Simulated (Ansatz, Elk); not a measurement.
# Zn2CoS2O: X-ray structure factors from the self-consistent density

The structure of Zn2CoS2O used here is made up (a known structure type with other elements) and was relaxed beforehand with PBEsol. The aim is the Fourier transform of its all-electron density, F(hkl), set beside the sum over free spherical atoms that refinements use.

Calculated with Elk 11.2.3 (patched build); DFT, PBE, all-electron APW+lo, Dirac cores, scalar-relativistic bands, static density, ferromagnetic start.

This account leaves out most program logs.

The structure was built from a prototype and need not be the compound's stable phase.

**1. Starting point**

Symmetry: P3m1, No. 156, trigonal system. Conventional cell: a = 3.575 Å, b = 3.575 Å, c = 8.774 Å, α = 90.00°, β = 90.00°, γ = 120.00°. Nearest to Zn lie 1 O at 1.94 Å and 3 S at 2.26 Å. Nearest to Zn lie 4 S at 2.26 to 2.29 Å. Nearest to Co lie 3 O at 2.11 Å and 1 S at 2.23 Å. S has 4 Zn at 2.26 to 2.29 Å nearest. Nearest to S lie 1 Co at 2.23 Å and 3 Zn at 2.26 Å. O has 1 Zn at 1.94 Å and 3 Co at 2.11 Å nearest. Farther neighbours and most contacts between anions are not listed.

**2. Ground state and structure factors**

An all-electron density is needed, since X-rays see the cores too. Task 0 finds the density and task 195 Fourier-transforms it; tshift is off so that phases refer to the origin typed.

elk.in

```
tasks
  0
  195
  196

xctype
  20

spinpol
  .true.

rgkmax
  7.0

gmaxvr
  14.0

lmaxo
  7

lmaxapw
  8

swidth
  0.002

tshift
  .false.

ramdisk
  .false.

hmaxvr
  5.5

maxscl
  120

epspot
  1e-06

reducebf
  0.8

sppath
  './'

avec
  6.75532018831 0.00000000000 -0.00000000000
  -3.37766009415 5.85027889377 0.00000000000
  -0.00000000000 0.00000000000 16.58115503913

atoms
  4
  'Zn.in'
  2
  0.3333333333 0.6666666667 0.6980249138   0.000000 0.000000 0.000000
  0.6666666667 0.3333333333 0.3313109942   0.000000 0.000000 0.000000
  'Co.in'
  1
  -0.0000000000 -0.0000000000 0.9708462912   0.000000 0.000000 -0.115000
  'S.in'
  2
  0.6666666667 0.3333333333 0.5923797375   0.000000 0.000000 0.000000
  -0.0000000000 0.0000000000 0.2255460671   0.000000 0.000000 0.000000
  'O.in'
  1
  0.3333333333 0.6666666667 0.9195919962   0.000000 0.000000 0.000000

ngridk
  6 6 3
```

Run with:

```console
OMP_NUM_THREADS=4 elk
```

It took 9.4 min on 4 threads of Arm Neoverse V1, shared host; peak memory 0.47 GiB; 34 min of CPU time.

SFACRHO.OUT:

```text

h k l indices transformed by vhmat matrix:
   1.000000000       0.000000000       0.000000000    
   0.000000000       1.000000000       0.000000000    
   0.000000000       0.000000000       1.000000000    

      h      k      l  multipl.   |H|            Re(F)            Im(F)           |F|

      0      0      0      1   0.0000000       127.00000      0.25234808E-15   127.00000    
      0      0      1      1  0.37893532      -1.5985860      -3.9411762       4.2530397    
      0      0     -1      1  0.37893532      -1.5985860       3.9411762       4.2530397    
      0      0      2      1  0.75787064      -17.215791      -4.4880940       17.791190    
      0      0     -2      1  0.75787064      -17.215791       4.4880940       17.791190    
      1     -1      0      3   1.0739976     -0.12597995       5.0658339       5.0674002    
      0     -1      0      3   1.0739976     -0.12597991      -5.0658339       5.0674002    
      0      0     -3      1   1.1368060       62.192415       27.688630       68.077579    
      0      0      3      1   1.1368060       62.192415      -27.688630       68.077579    
      1      0      1      3   1.1388866       72.851571       31.062419       79.197382    
      0      1      1      3   1.1388866     -0.51519314      -3.5228633       3.5603357    
     -1      1     -1      3   1.1388866     -0.51519311       3.5228633       3.5603356    
      0      1     -1      3   1.1388866       72.851571      -31.062419       79.197382    
      0      1     -2      3   1.3144728       3.7832192       10.731567       11.378896    
     -1      1      2      3   1.3144728       3.7832192      -10.731567       11.378896    
      0      1      2      3   1.3144728       38.576204       2.9869056       38.691667    
      0     -1     -2      3   1.3144728       38.576204      -2.9869056       38.691667    
      0      0      4      1   1.5157413       9.4351400      -18.298512       20.587798
```

Elk indexes on the primitive cell of elk.in and gives |H| = 4π sin θ/λ in inverse bohr. Below, one row stands for each form hkl of the conventional cell (m members, Friedel mates merged), F is for one primitive cell and the density is static (no thermal factor). Free-atom factors are Waasmaier and Kirfel's, and R is Σm||F|−|F'||/Σm|F|.

```tsv
hkl	m	sin θ/λ (Å⁻¹)	abs F, DFT	neutral atoms	diff.	abs of complex diff.
001	2	0.057	4.253	4.290	-0.037	0.072
002	2	0.114	17.791	17.969	-0.177	0.201
100	6	0.162	5.067	5.153	-0.086	0.145
003	2	0.171	68.078	67.873	+0.204	0.733
101	6	0.171	79.197	79.034	+0.163	0.659
011	6	0.171	3.560	3.568	-0.007	0.156
102	6	0.198	11.379	11.525	-0.147	0.257
012	6	0.198	38.692	39.336	-0.644	0.645
004	2	0.228	20.588	20.616	-0.028	0.179
013	6	0.235	14.768	14.870	-0.102	0.102
103	6	0.235	34.030	34.388	-0.357	0.358
104	6	0.279	71.031	71.378	-0.347	0.348
014	6	0.279	38.803	39.106	-0.303	0.312
110	6	0.280	83.977	84.349	-0.372	0.372
005	2	0.285	30.127	30.488	-0.361	0.433
111	12	0.285	3.348	3.465	-0.117	0.208
112	12	0.302	13.789	14.085	-0.296	0.306
200	6	0.323	4.206	4.284	-0.078	0.162
```

**3. The magnetisation density**

The same run holds the spin density, and task 196 transforms it. The order is that of the start, and no other was tried.

SFACMAG_1.OUT:

```text

h k l indices transformed by vhmat matrix:
   1.000000000       0.000000000       0.000000000    
   0.000000000       1.000000000       0.000000000    
   0.000000000       0.000000000       1.000000000    

      h      k      l  multipl.   |H|            Re(F)            Im(F)           |F|

      0      0      0      1   0.0000000       2.9955283      0.64940868E-17   2.9955283    
      0      0      1      1  0.37893532       2.6148361     -0.48098979       2.6587063    
      0      0     -1      1  0.37893532       2.6148361      0.48098979       2.6587063    
      0      0      2      1  0.75787064       2.1762118     -0.99875924       2.3944557    
      0      0     -2      1  0.75787064       2.1762118      0.99875924       2.3944557    
      1     -1      0      3   1.0739976       1.9776457     -0.10964742       1.9806830    
      0     -1      0      3   1.0739976       1.9776457      0.10964742       1.9806830    
      0      0     -3      1   1.1368060       1.7672899       1.2553338       2.1677584    
      0      0      3      1   1.1368060       1.7672899      -1.2553338       2.1677584    
      1      0      1      3   1.1388866       1.9415221     -0.17021712       1.9489695    
      0      1      1      3   1.1388866       1.7778003     -0.39731280       1.8216562    
     -1      1     -1      3   1.1388866       1.7778003      0.39731280       1.8216562    
      0      1     -1      3   1.1388866       1.9415221      0.17021712       1.9489695    
      0      1     -2      3   1.3144728       1.7300303      0.57990556       1.8246357    
     -1      1      2      3   1.3144728       1.7300303     -0.57990556       1.8246357    
      0      1      2      3   1.3144728       1.4877748     -0.66520321       1.6297144
```

The total moment is 3.00 μB a cell; sphere moments: Zn1 +0.01, Zn2 +0.02, Co3 +2.47, S4 +0.02, S5 +0.07, O6 +0.20 μB. Polarised neutrons measure spin and orbital magnetisation together; without spin-orbit coupling the run gives the spin part:

```tsv
hkl	sin θ/λ (Å⁻¹)	abs F_M (μB)
001	0.057	2.659
002	0.114	2.394
100	0.162	1.981
003	0.171	2.168
101	0.171	1.949
011	0.171	1.822
102	0.198	1.825
012	0.198	1.630
004	0.228	1.778
013	0.235	1.462
103	0.235	1.681
104	0.279	1.501
014	0.279	1.251
110	0.280	1.478
```

**4. The highest occupied states alone**

An energy window below the Fermi level keeps the highest occupied states, to see at which angles they scatter; shallow core shells can lie inside it and anion s states outside. No new self-consistency is needed.

elk.in: that of step 2 with these lines changed.

```diff
@@ -1,5 +1,3 @@
 tasks
-  0
   195
-  196
 
@@ -44,2 +42,5 @@
 
+wsfac
+  -0.366720 0.484520
+
 sppath
```

Run with:

```console
OMP_NUM_THREADS=4 elk
```

Elapsed: 17 s, on 4 threads; peak memory 0.29 GiB.

States within 15 eV below the Fermi level hold 49.00 electrons; any levels below the window count with the cores. Their amplitudes can exceed the total, where window and core parts have opposite phase:

```tsv
hkl	sin θ/λ (Å⁻¹)	abs F, window	abs F, all
001	0.057	2.175	4.253
002	0.114	7.345	17.791
100	0.162	2.997	5.067
003	0.171	20.536	68.078
101	0.171	23.594	79.197
011	0.171	4.695	3.560
102	0.198	1.167	11.379
012	0.198	12.955	38.692
004	0.228	5.412	20.588
013	0.235	2.400	14.768
```

**5. Another functional**

The difference from free atoms is small, so it is set against the change that LDA (Perdew-Wang) makes.

elk.in: that of step 4 with these lines changed.

```diff
@@ -1,6 +1,8 @@
 tasks
+  0
   195
+  196
 
 xctype
-  20
+  3
 
@@ -42,5 +44,2 @@
 
-wsfac
-  -0.366720 0.484520
-
 sppath
```

Run with:

```console
OMP_NUM_THREADS=4 elk
```

It took 4.4 min on 4 threads; peak memory 0.27 GiB.

Against the first run R = 0.13 %; the largest change is -0.093 at 033. The moment goes from 3.00 to 2.99 μB.

**6. A coarser k-mesh**

About half the k-points along each axis test the sampling.

elk.in: that of step 5 with these lines changed.

```diff
@@ -6,3 +6,3 @@
 xctype
-  3
+  20
 
@@ -70,2 +70,2 @@
 ngridk
-  6 6 3
+  3 3 2
```

Run with:

```console
OMP_NUM_THREADS=4 elk
```

Run time: 2.8 min. Hardware: 4 threads; peak memory 0.47 GiB.

Against the first run R = 0.03 %; the largest change is -0.027 at 002. The moment goes from 3.00 to 2.99 μB.

**7. With a Hubbard U**

A Hubbard U is put on the d shell, to see how far it moves the factors.

elk.in: that of step 6 with these lines changed.

```diff
@@ -70,2 +70,6 @@
 ngridk
-  3 3 2
+  6 6 3
+
+dft+u
+  1 1
+  2 2 0.121273 0.000000
```

Run with:

```console
OMP_NUM_THREADS=4 elk
```

Run time: 11 min. Hardware: 4 threads; peak memory 0.47 GiB.

Against the first run R = 0.04 %; the largest change is +0.038 at 004. The moment goes from 3.00 to 3.00 μB.

**8. Settings against the effect**

```tsv
run	R against the first run (%)	R against neutral atoms, low angle (%)	wall time
PBE, rgkmax 7	0.00	0.70	9.4 min
LDA (Perdew-Wang)	0.13	0.69	4.4 min
k-mesh 3×3×2	0.03	0.70	2.8 min
PBE+U	0.04	0.71	11 min
```

**9. Summary of results**

| Property | Result |
| --- | --- |
| R against neutral atoms, sin θ/λ < 0.3 Å⁻¹ | 0.70 % |
| R against neutral atoms, 0.3 to 0.71 Å⁻¹ | 0.31 % |

**Reading.** Independent neutral atoms miss the calculated amplitudes by R = 0.70 % below 0.3 Å⁻¹ and 0.31 % from there to 0.71 Å⁻¹; by shells, 0.97 % below 0.15 Å⁻¹ (2 forms), 0.69 % 0.15 to 0.3 (14 forms), 0.38 % 0.3 to 0.45 (29 forms), 0.28 % above 0.45 (104 forms). Bonding, aspherical density and the tables' own atoms all enter these figures, and the runs don't part them. The largest change of an amplitude is -0.64 electrons, at 012. R counts amplitudes alone; phases shift too. The magnetic order is that of the start. No other order was tried here, and an antiferromagnetic one would change or move the magnetic intensity. The window's part falls from 49.0 electrons at the origin to at most 7.01 between 0.45 and 0.71 Å⁻¹, where compact states inside the window still scatter. Below 0.3 Å⁻¹ the changes that finished (LDA (Perdew-Wang), k-mesh 3×3×2 and PBE+U) move F by R = 0.07 % at most, against the 0.70 % that separates it from free atoms. The magnetic factors move by R = 4.4 % (LDA (Perdew-Wang)), 1.4 % (k-mesh 3×3×2) and 6.8 % (PBE+U), so they aren't settled to better than that. The basis has no finished test. Part of the difference isn't bonding: the tables are fits to free atoms and ions calculated by other methods than this functional. Thermal motion, anomalous dispersion and extinction are left out.

[Logs are printed without paths, hosts, clocks, repeated set-up lines and the standing remarks that a program may print on its own settings, such as how far it seeks lower states.]

[Hosts, paths, dates, database ids (printed as entryN), source tags and the programs' standing remarks are cut or masked in the printed files.]
